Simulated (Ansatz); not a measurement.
# A hypothetical structure for La2Ti4Ga

Starting from a made-up structure for La2Ti4Ga, the aim is the relaxed cell, its shortest contacts and, where a second run follows, its electronic structure.

Program: Ansatz 0.2.0. Level of theory: DFT, PBE, plane-wave PAW, files of the set soft_1, scalar-relativistic, no spin, cell and ions relaxed at zero pressure; PAW set soft_1. Results are calculated unless marked as measured.

## (1) Set-up

The structure is orthorhombic, space group Amm2 (No. 38). The conventional cell has a = 4.430 Å, b = 4.528 Å, c = 15.974 Å, α = 90.00°, β = 90.00°, γ = 90.00°. Nearest to La lie 10 Ti at 3.27 to 3.42 Å and 4 Ga at 3.55 Å. Nearest to La lie 1 Ga at 3.21 Å and 10 Ti at 3.23 to 3.31 Å. Ga has 5 Ti at 2.34 to 2.45 Å and 5 La at 3.21 to 3.55 Å nearest. Ti has 2 Ga at 2.34 Å and 4 Ti at 3.17 Å and 4 La at 3.27 to 3.31 Å nearest. Nearest to Ti lie 2 Ga at 2.42 Å and 4 Ti at 3.17 Å and 4 La at 3.27 to 3.31 Å. Ti has 2 Ti at 2.80 Å and 6 La at 3.23 to 3.42 Å nearest. Farther neighbours are not listed.

## (2) Relaxing cell and atoms

The guess takes its coordinates from another compound and its volume from a rule, so the cell and any free coordinates are relaxed together.

Input file input.yaml:

```yaml
crystal:
  lattice:
    - [4.43, 0.0, 0.0]
    - [0.0, 2.264, 7.987]
    - [0.0, -2.264, 7.987]
  atoms:
    - { symbol: La, position: [0.0, 0.3944, 0.3944] }
    - { symbol: La, position: [0.5, 0.5928, 0.5928] }
    - { symbol: Ga, position: [0.5, 0.794, 0.794] }
    - { symbol: Ti, position: [0.0, 0.7469, 0.7469] }
    - { symbol: Ti, position: [0.5, 0.2405, 0.2405] }
    - { symbol: Ti, position: [0.0, 0.0546, 0.0546] }
    - { symbol: Ti, position: [0.5, 0.9475, 0.9475] }
kpoints:
  mp_grid: { grid: [6, 6, 6] }
scf:
  occupations: { method: fermi_dirac, width: 0.05 }
hamiltonian:
  xc: pbe
  pseudopotentials: { kind: paw, azcp: { folder: soft_1 } }
relax:
  f_tol: 0.015
  max_steps: 70
  cell: {}
output:
  forces: true
  stress: true
```

On the command line:

```sh
$ ansatz run input.yaml --threads 4 --pin off --max-ram 10240MiB --backend cpu --events-out ev --progress --plain --runs-dir out
```

Numbers of over 12 decimals in the logs are rounded to 6 here.

Log:

```text
Engine: ansatz 0.2.0, aarch64-unknown-linux-gnu
Pseudopotentials: kind: paw
Pseudopotential: La, paw, valence charge 11, recommended cutoff 420 eV (normal), soft_1/La.paw.azcp
Pseudopotential: Ga, paw, valence charge 13, recommended cutoff 420 eV (normal), soft_1/Ga.paw.azcp
Pseudopotential: Ti, paw, valence charge 12, recommended cutoff 420 eV (normal), soft_1/Ti.paw.azcp
Functional definition: PBE
  parameter kappa = 0.804
  parameter beta = 0.066725
  exchange = pbe_x(kappa = kappa, mu = beta*pi^2/3)
  correlation = pbe_c(beta = beta)
Crystal: 7 atoms, lattice volume = 160.212 Å³
Basis set: ecut = 420 eV, 3143 PW (Γ), exchange–correlation on 60×120×120 points (8 copies of the dense FFT grid, shifted against one another)
Bands: 50, of which v1, the nominal top of the filled ones, is band 42 counted from 1 (41 counted from 0)
Symmetry: 4 space group operations
Space group: Amm2 (ITA 38), of the structure as read, at distance tolerance 5.4e-5 Å
k-points: 52 of 216 (time reversal used)
Non-local potential: La, projectors of the file, l = 0: 3, l = 1: 2, l = 2: 2, l = 3: 3
Non-local potential: Ga, projectors of the file, l = 0: 2, l = 1: 2, l = 2: 3, l = 3: 1
Non-local potential: Ti, projectors of the file, l = 0: 3, l = 1: 2, l = 2: 3, l = 3: 1
PAW form: soft (Blöchl's): semilocal exchange-correlation on the pseudo side does not see the compensation charge
PAW one-centre angular grid: La, 590 points (default); XC on 64 Gauss nodes
PAW one-centre angular grid: Ga, 590 points (default); XC on 64 Gauss nodes
PAW one-centre angular grid: Ti, 590 points (default); XC on 64 Gauss nodes
Initial density: superposition of atomic densities (chi_scale 0.1, normalization cell, long waves kept (reshape's long-wave potential 0.06 eV rms))
Initial wavefunctions: pseudopotential atomic-orbital guess
Functional: x = pbe(κ = 0.804, μ = 0.219515), c = pbe(β = 0.066725)
SCF iter   1: F=—  HF=-26283.577136 eV  |F-HF|=—  |Δ(HF+E_count)|=         —  Δρ=9.02e-2  dr2=6.34e1  ethr=3.10e-3  ⟨swp⟩=7.5  Hψ=10957  notcnv=0
preconditioner: auto → Kerker (q_TF=auto, 2.445 Å⁻¹)  [metal: Δε(μ)=0.013 eV  Ē_g=8.454 eV  σ=0.050 eV  W_gap=0.06  n_scr=44 (ndim 8)  ℏωp=20.1 eV  f_vac=0.000  D(μ)=7.07/eV (n_scr^D=58)]
SCF iter   2: F=—  HF=-26279.764737 eV  |F-HF|=—  |Δ(HF+E_count)|=    3.81e0  Δρ=2.62e-2  dr2=4.79e0  ethr=3.10e-3  ⟨swp⟩=7.0  Hψ=7565  notcnv=0  defer=10
SCF iter   3: F=—  HF=-26279.418789 eV  |F-HF|=—  |Δ(HF+E_count)|=   3.46e-1  Δρ=1.63e-2  dr2=6.91e-1  ethr=3.10e-3  ⟨swp⟩=5.2  Hψ=5203  notcnv=0  defer=8
SCF iter   4: F=—  HF=-26279.353341 eV  |F-HF|=—  |Δ(HF+E_count)|=   6.54e-2  Δρ=8.32e-3  dr2=1.24e-1  ethr=8.32e-4  ⟨swp⟩=4.6  Hψ=4629  notcnv=0  defer=3
SCF iter   5: F=—  HF=-26279.334737 eV  |F-HF|=—  |Δ(HF+E_count)|=   1.86e-2  Δρ=3.04e-3  dr2=5.07e-2  ethr=1.49e-4  ⟨swp⟩=5.2  Hψ=5730  notcnv=0  defer=5
SCF iter   6: F=—  HF=-26279.333035 eV  |F-HF|=—  |Δ(HF+E_count)|=   1.70e-3  Δρ=1.01e-3  dr2=1.76e-3  ethr=6.10e-5  ⟨swp⟩=2.4  Hψ=3296  notcnv=0
SCF iter   7: F=—  HF=-26279.332855 eV  |F-HF|=—  |Δ(HF+E_count)|=   1.80e-4  Δρ=5.04e-4  dr2=1.36e-3  ethr=2.12e-6  ⟨swp⟩=2.0  Hψ=3692  notcnv=0
SCF iter   8: F=—  HF=-26279.332817 eV  |F-HF|=—  |Δ(HF+E_count)|=   3.83e-5  Δρ=1.19e-4  dr2=6.37e-5  ethr=1.64e-6  ⟨swp⟩=1.4  Hψ=2636  notcnv=0
SCF iter   9: F=—  HF=-26279.332976 eV  |F-HF|=—  |Δ(HF+E_count)|=   1.59e-4  Δρ=6.52e-5  dr2=2.42e-5  ethr=7.67e-8  ⟨swp⟩=2.2  Hψ=3380  notcnv=0
SCF iter  10: F=—  HF=-26279.332975 eV  |F-HF|=—  |Δ(HF+E_count)|=   1.41e-6  Δρ=1.70e-5  dr2=1.10e-6  ethr=2.92e-8  ⟨swp⟩=1.2  Hψ=2630  notcnv=0
SCF iter  11: F=—  HF=-26279.332975 eV  |F-HF|=—  |Δ(HF+E_count)|=   3.30e-8  Δρ=5.94e-6  dr2=1.07e-7  ethr=1.33e-9  ⟨swp⟩=2.0  Hψ=4612  notcnv=0
SCF iter  12: F=-26279.332975 eV  HF=-26279.332975 eV  |F-HF|=1.68e-8  |Δ(HF+E_count)|=   6.01e-9  Δρ=2.39e-6  dr2=1.32e-8  ethr=1.20e-10  ⟨swp⟩=4.9  Hψ=9518  notcnv=0
SCF 1 converged in 12 iterations: F = -26279.332975 eV  dr2 = 1.32e-8
  greatest PAW one-centre occupation: 0.999 electrons in one spin orbital (limit 2), on the Ti atom at site 6 (counted from 0), in its partial waves of l = 0
relax step   1: F+E_penalty+E_count = -26279.33297474 eV  Δ(F+E_penalty+E_count) = +0.000e0 eV  max|allowed force component| = 2.115e0 eV/Å  Δτ_max = 0.0000 Å  P = +4.875 GPa  Ω = 160.212 Å³  (12 SCF iters, dr2 threshold 1.00e-7 eV, accepted)
Crystal: 7 atoms, lattice volume = 163.091 Å³
Basis set: ecut = 420 eV, 3207 PW (Γ), exchange–correlation on 60×120×120 points (8 copies of the dense FFT grid, shifted against one another)
Initial density: handed on by an earlier stage of this run
Initial wavefunctions: those handed on with the density
SCF iter   1: F=—  HF=-26280.615450 eV  |F-HF|=—  |Δ(HF+E_count)|=         —  Δρ=2.01e-2  dr2=3.84e0  ethr=3.10e-3  ⟨swp⟩=10.4  Hψ=11504  notcnv=0
preconditioner: auto → Kerker (q_TF=auto, 2.438 Å⁻¹)  [metal: Δε(μ)=0.007 eV  Ē_g=8.643 eV  σ=0.050 eV  W_gap=0.04  n_scr=44 (ndim 8)  ℏωp=19.9 eV  f_vac=0.000  D(μ)=10.48/eV (n_scr^D=118)]
SCF iter   2: F=—  HF=-26280.414405 eV  |F-HF|=—  |Δ(HF+E_count)|=   2.01e-1  Δρ=9.06e-3  dr2=8.89e-1  ethr=3.10e-3  ⟨swp⟩=3.0  Hψ=3466  notcnv=0
SCF iter   3: F=—  HF=-26280.345071 eV  |F-HF|=—  |Δ(HF+E_count)|=   6.93e-2  Δρ=1.99e-3  dr2=2.67e-2  ethr=1.07e-3  ⟨swp⟩=3.3  Hψ=3440  notcnv=0
SCF iter   4: F=—  HF=-26280.343450 eV  |F-HF|=—  |Δ(HF+E_count)|=   1.62e-3  Δρ=1.05e-3  dr2=1.55e-3  ethr=3.22e-5  ⟨swp⟩=2.8  Hψ=5405  notcnv=0
SCF iter   5: F=—  HF=-26280.342386 eV  |F-HF|=—  |Δ(HF+E_count)|=   1.06e-3  Δρ=4.52e-4  dr2=5.32e-4  ethr=1.86e-6  ⟨swp⟩=2.0  Hψ=3754  notcnv=0
SCF iter   6: F=—  HF=-26280.342486 eV  |F-HF|=—  |Δ(HF+E_count)|=   1.00e-4  Δρ=1.61e-4  dr2=8.09e-5  ethr=6.41e-7  ⟨swp⟩=2.0  Hψ=3457  notcnv=0
SCF iter   7: F=—  HF=-26280.342470 eV  |F-HF|=—  |Δ(HF+E_count)|=   1.60e-5  Δρ=4.66e-5  dr2=6.75e-6  ethr=9.74e-8  ⟨swp⟩=2.0  Hψ=3250  notcnv=0
SCF iter   8: F=-26280.342469 eV  HF=-26280.342469 eV  |F-HF|=2.54e-7  |Δ(HF+E_count)|=   6.39e-7  Δρ=1.65e-5  dr2=5.99e-7  ethr=8.43e-10  ⟨swp⟩=3.9  Hψ=12000  notcnv=0
SCF 2 converged in 8 iterations: F = -26280.342469 eV  dr2 = 5.99e-7
  greatest PAW one-centre occupation: 0.999 electrons in one spin orbital (limit 2), on the Ti atom at site 5 (counted from 0), in its partial waves of l = 0
relax step   2: F+E_penalty+E_count = -26280.34246895 eV  Δ(F+E_penalty+E_count) = -1.009e0 eV  max|allowed force component| = 1.505e0 eV/Å  Δτ_max = 0.1947 Å  P = +0.872 GPa  Ω = 163.091 Å³  energy of the carried Pulay correction = -4.417e-4 eV  (8 SCF iters, dr2 threshold 7.00e-7 eV, accepted)
[...]
[... from here on, the SCF cycles and remarks between the steps are left out ...]
relax step   4: F+E_penalty+E_count = -26281.34773635 eV  Δ(F+E_penalty+E_count) = -3.474e-1 eV  max|allowed force component| = 4.645e-1 eV/Å  Δτ_max = 0.2000 Å  P = +0.098 GPa  Ω = 158.613 Å³  energy of the carried Pulay correction = +2.487e-4 eV  (8 SCF iters, dr2 threshold 7.00e-7 eV, accepted)
relax step   5: F+E_penalty+E_count = -26281.41969552 eV  Δ(F+E_penalty+E_count) = -7.196e-2 eV  max|allowed force component| = 4.539e-1 eV/Å  Δτ_max = 0.1950 Å  P = +1.045 GPa  Ω = 156.895 Å³  energy of the carried Pulay correction = +5.187e-4 eV  (8 SCF iters, dr2 threshold 7.00e-7 eV, accepted)
relax step   6: F+E_penalty+E_count = -26281.44927228 eV  Δ(F+E_penalty+E_count) = -2.958e-2 eV  max|allowed force component| = 1.152e-1 eV/Å  Δτ_max = 0.0725 Å  P = +0.160 GPa  Ω = 158.075 Å³  energy of the carried Pulay correction = +3.329e-4 eV  (7 SCF iters, dr2 threshold 7.00e-7 eV, accepted)
relax step   7: F+E_penalty+E_count = -26281.45957248 eV  Δ(F+E_penalty+E_count) = -1.030e-2 eV  max|allowed force component| = 6.613e-2 eV/Å  Δτ_max = 0.0315 Å  P = +0.185 GPa  Ω = 158.006 Å³  energy of the carried Pulay correction = +3.439e-4 eV  (7 SCF iters, dr2 threshold 7.00e-7 eV, accepted)
relax step   8: F+E_penalty+E_count = -26281.46513108 eV  Δ(F+E_penalty+E_count) = -5.559e-3 eV  max|allowed force component| = 3.043e-2 eV/Å  Δτ_max = 0.0244 Å  P = -0.011 GPa  Ω = 158.584 Å³  energy of the carried Pulay correction = +2.532e-4 eV  (7 SCF iters, dr2 threshold 5.46e-7 eV, accepted)
relax step   9: F+E_penalty+E_count = -26281.46818449 eV  Δ(F+E_penalty+E_count) = -3.053e-3 eV  max|allowed force component| = 5.347e-2 eV/Å  Δτ_max = 0.0339 Å  P = +0.138 GPa  Ω = 158.332 Å³  energy of the carried Pulay correction = +2.927e-4 eV  (9 SCF iters, dr2 threshold 1.19e-7 eV, accepted)
relax step  10: F+E_penalty+E_count = -26281.46900871 eV  Δ(F+E_penalty+E_count) = -8.242e-4 eV  max|allowed force component| = 2.058e-2 eV/Å  Δτ_max = 0.0120 Å  P = -0.014 GPa  Ω = 158.577 Å³  energy of the carried Pulay correction = +2.544e-4 eV  (9 SCF iters, dr2 threshold 1.79e-7 eV, accepted)
relax step  11: F+E_penalty+E_count = -26281.46909342 eV  Δ(F+E_penalty+E_count) = -8.471e-5 eV  max|allowed force component| = 5.402e-3 eV/Å  Δτ_max = 0.0045 Å  P = -0.015 GPa  Ω = 158.622 Å³  energy of the carried Pulay correction = +2.473e-4 eV  (9 SCF iters, dr2 threshold 2.65e-8 eV, accepted)
Basis set: ecut = 420 eV, 3107 PW (Γ), exchange–correlation on 54×120×120 points (8 copies of the dense FFT grid, shifted against one another)
Initial wavefunctions: pseudopotential atomic-orbital guess (no wavefunctions were taken with the density)
iter 1 solved again at ethr=1.36e-5 eV; its pass at ethr=3.10e-3 eV (dr2=1.12e-2 eV) is discarded
SCF iter   1: F=—  HF=-26281.468325 eV  |F-HF|=—  |Δ(HF+E_count)|=         —  Δρ=3.11e-4  dr2=5.25e-6  ethr=1.36e-5  ⟨swp⟩=2.5  Hψ=16131  notcnv=0
eigensolver tolerance schedule: the retry pair's looser diagonalisation over-reported the residual by 2141.53 of it (diagonalisation noise at an unbounded share of the residual, at the tolerance the schedule requests for it); recorded, not acted on — ethr = c·dr2/N_el stays at c = 1.0e-1
preconditioner: auto → Kerker (q_TF=auto, 2.449 Å⁻¹)  [metal: Δε(μ)=0.009 eV  Ē_g=8.673 eV  σ=0.050 eV  W_gap=0.04  n_scr=44 (ndim 8)  ℏωp=20.2 eV  f_vac=0.000  D(μ)=11.53/eV (n_scr^D=138)]
SCF iter   2: F=—  HF=-26281.468747 eV  |F-HF|=—  |Δ(HF+E_count)|=   4.21e-4  Δρ=1.59e-4  dr2=1.52e-6  ethr=6.32e-9  ⟨swp⟩=3.0  Hψ=5098  notcnv=0
SCF iter   3: F=—  HF=-26281.468874 eV  |F-HF|=—  |Δ(HF+E_count)|=   1.27e-4  Δρ=8.77e-6  dr2=6.78e-8  ethr=1.83e-9  ⟨swp⟩=2.0  Hψ=3511  notcnv=0
SCF iter   4: F=—  HF=-26281.468874 eV  |F-HF|=—  |Δ(HF+E_count)|=   1.24e-7  Δρ=2.81e-6  dr2=1.11e-8  ethr=8.17e-11  ⟨swp⟩=2.0  Hψ=3585  notcnv=0
SCF iter   5: F=—  HF=-26281.468874 eV  |F-HF|=—  |Δ(HF+E_count)|=   2.91e-9  Δρ=1.27e-6  dr2=1.69e-9  ethr=1.34e-11  ⟨swp⟩=2.0  Hψ=3590  notcnv=0
SCF iter   6: F=—  HF=-26281.468874 eV  |F-HF|=—  |Δ(HF+E_count)|=   1.03e-9  Δρ=3.61e-7  dr2=1.47e-10  ethr=2.03e-12  ⟨swp⟩=2.1  Hψ=4723  notcnv=0
SCF iter   7: F=-26281.468874 eV  HF=-26281.468874 eV  |F-HF|=1.46e-11  |Δ(HF+E_count)|=  4.73e-11  Δρ=1.05e-7  dr2=2.73e-11  ethr=1.00e-12  ⟨swp⟩=4.7  Hψ=9550  notcnv=0
SCF 12 converged in 7 iterations: F = -26281.468874 eV  dr2 = 2.73e-11
relax step  12: F+E_penalty+E_count = -26281.46887416 eV  Δ(F+E_penalty+E_count) = +2.193e-4 eV  max|allowed force component| = 5.445e-3 eV/Å  Δτ_max = 0.0000 Å  P = -0.015 GPa  Ω = 158.622 Å³  stress off target by 2.20e-2 GPa  SCF on the basis re-selected at this cell (its energy is not comparable with the rows above)  (7 SCF iters)
basis re-selected at this cell: Δ(F+E_penalty+E_count) = +2.193e-4 eV, ΔP = +0.001 GPa vs the last step (what re-selecting the basis moved, of the pressure what is left beyond the Pulay correction that the steps carried, after the strain that the cell walked since its last selection, with what the two solves' SCF thresholds leave and, on support functions, any second-order correction that the steps lacked; it is no measure of the basis error at this ecutwfc). The dense FFT grid was sized anew with the basis: this SCF ran on 27×60×60 points, the steps before it on 30×60×60, so part of this shift can come from that change (see relax.cell in the input reference). [rest of the remark cut]
SCF converged after 7 iterations
Free energy (F): -26281.468874 eV
Harris-Foulkes:  -26281.468874 eV  (|F-HF|=1.46e-11)
Internal energy: -26281.374898 eV  (E = F + TS)
E sigma→0 (E₀):  -26281.421886 eV
Entropy (-TS):   -0.093976 eV (-13.425 meV/atom)
Fermi energy:    11.836462 eV
--- Per-component energies (eV) ---
  E_band       = -760.482020
  E_kinetic    = 1612.340516
  E_local      = -6360.170312  (includes V_loc(G=0)·N_el)
  E_nonlocal   = 323.178512
  E_hartree    = 2917.251866
  E_xc         = -814.142861
  E_vxc        = -928.436470  (∫ρ·V_xc dr)
  E_paw        = -16989.715663  (= ΣΔE_a)
  E_vpaw       = -1241.897649  (= ΣTr[D̂ρ^β])
  E_aug_tail   = -0.000518  (compensation charges beyond the density's cutoff)
  E_ewald      = -6970.116439
  E_smearing   = -0.093976  (= −TS)
  E_closure    = -0.000000  (closes the sum)
  Σ components = -26281.468874   (vs F -26281.468874, Δ=0.00e0)
--- Forces (eV/Å), atoms counted from 1 ---
  atom   1  La     0.00000000     0.00000000     0.00087693
  atom   2  La    -0.00000000     0.00000000    -0.00544517
  atom   3  Ga     0.00000000     0.00000000    -0.00002868
  atom   4  Ti    -0.00000000     0.00000000     0.00181848
  atom   5  Ti     0.00000000     0.00000000     0.00322726
  atom   6  Ti    -0.00000000     0.00000000     0.00230138
  atom   7  Ti     0.00000000     0.00000000    -0.00275330
  max |Σ_I F_I| component: 3.08e-6 eV/Å
--- Stress (GPa, compression-positive) ---
       -0.021963       0.000000       0.000000
        0.000000      -0.003866       0.000000
        0.000000       0.000000      -0.017855
  P = ⅓ Tr σ = -0.0146 GPa (-0.146 kbar)
--- Relaxed structure (11 steps of the walk, 11 accepted, 1 SCFs on fresh bases) ---
  F+E_penalty+E_count = -26281.46887416 eV   max|allowed force component| = 5.445e-3 eV/Å   (the final SCF, on the basis selected at the relaxed cell)
  cell:  # Å, volume = 158.6222 Å³
    - [4.034444, 0.0, 0.0]
    - [0.0, 2.318159, 8.480218]
    - [0.0, -2.318159, 8.480218]
  atoms:
    - { symbol: La, position: [0.0, 0.382783, 0.382783] }
    - { symbol: La, position: [0.5, 0.574132, 0.574132] }
    - { symbol: Ga, position: [0.5, 0.814209, 0.814209] }
    - { symbol: Ti, position: [0.0, 0.711026, 0.711026] }
    - { symbol: Ti, position: [0.5, 0.215132, 0.215132] }
    - { symbol: Ti, position: [0.0, 0.101240, 0.101240] }
    - { symbol: Ti, position: [0.5, 0.972178, 0.972178] }
```

The job ended after 2.5 min (4 threads of Arm Neoverse V1, shared host; peak memory 0.74 GiB).

Step by step:

```csv
step,energy less that of the first step (eV),largest force component (eV/Å),pressure (GPa),volume (Å³)
1,0.0000,2.1145,4.87,160.21
2,-1.0095,1.5049,0.87,163.09
3,-1.6674,0.9098,-0.14,161.05
4,-2.0148,0.4645,0.10,158.61
5,-2.0867,0.4539,1.05,156.90
6,-2.1163,0.1152,0.16,158.08
7,-2.1266,0.0661,0.18,158.01
8,-2.1322,0.0304,-0.01,158.58
9,-2.1352,0.0535,0.14,158.33
10,-2.1360,0.0206,-0.01,158.58
11,-2.1361,0.0054,-0.02,158.62
12*,-2.1359,0.0054,-0.01,158.62
```

Relaxation steps marked * repeat the geometry before them on a plane-wave basis chosen anew for their cell, so energy and pressure can jump there.

The run keeps the 4 symmetry operations that it works with, so distortions that break them were not tested.

```csv
"conventional cell, symmetrised",before,after,change
a (Å),4.430,4.034,-8.9 %
b (Å),4.528,4.636,+2.4 %
c (Å),15.974,16.960,+6.2 %
volume (Å³/atom),22.89,22.66,-1.0 %
```

The atoms that moved most (Å, as changes of fractional coordinates times the final cell):

```csv
atom,dx,dy,dz,length
Ti6,0.000,0.000,0.791,0.791
Ti4,0.000,0.000,-0.608,0.608
Ti5,0.000,0.000,-0.430,0.430
Ti7,0.000,0.000,0.419,0.419
Ga3,0.000,0.000,0.343,0.343
La2,0.000,0.000,-0.317,0.317
La1,0.000,0.000,-0.197,0.197
```

The relaxed structure:

```
La Ga Ti
1.0
     4.03444    0.00000    0.00000
     0.00000    2.31816    8.48022
     0.00000   -2.31816    8.48022
La Ga Ti
2 1 4
Direct
  0.00000 0.38278 0.38278
  0.50000 0.57413 0.57413
  0.50000 0.81421 0.81421
  0.00000 0.71103 0.71103
  0.50000 0.21513 0.21513
  0.00000 0.10124 0.10124
  0.50000 0.97218 0.97218
```

Numbers from this step:

* free energy: -26281.4689 eV
* energy at zero smearing: -26281.4219 eV
* smearing term TS: 0.09398 eV
* Fermi energy: 11.84 eV
* electrons: 83
* symmetry operations: 4
* pressure: -0.01456 GPa

Shortest distances by pair of elements, guess and relaxed (not always the same contact):

```csv
pair,guess (Å),relaxed (Å)
Ga–Ti,2.339,2.671
Ti–Ti,2.799,2.793
La–Ti,3.226,2.892
Ga–La,3.214,3.286
La–La,3.867,3.821
```

The relaxation ends with a largest force component of 0.0054 eV/Å and a pressure of -0.01 GPa.

## (3) What came out

| Quantity | Value |
| --- | --- |
| space group, relaxed | Amm2 |
| conventional cell | a = 4.034, b = 4.636, c = 16.960 Å; α = 90.0°, β = 90.0°, γ = 90.0° |
| volume per atom | 22.66 Å³ (guess 22.89) |

**Reading.** La2Ti4Ga relaxes to Amm2 with a = 4.034, b = 4.636 and c = 16.960 Å. The guessed volume was near the relaxed one. The space group Amm2 was held in the relaxation, so the end point is a stationary structure within it and may be a saddle against distortions or other arrangements. Mesh and cutoff weren't tested. A vector of the cell changed its length by 9 %, more than the volume shows. Spin-orbit coupling is left out, which can matter for elements this heavy. No dispersion term is used, so weakly bound directions may come out too long. The runs have no spin, and magnetism wasn't tested. Nothing here tests whether the compound is stable against decomposition.

[Logs are printed without paths, hosts, clocks, repeated set-up lines and the standing remarks that a program may print on its own settings, such as how far it seeks lower states.]

[Hosts, paths, dates, database ids (printed as entryN), source tags and the programs' standing remarks are cut or masked in the printed files.]
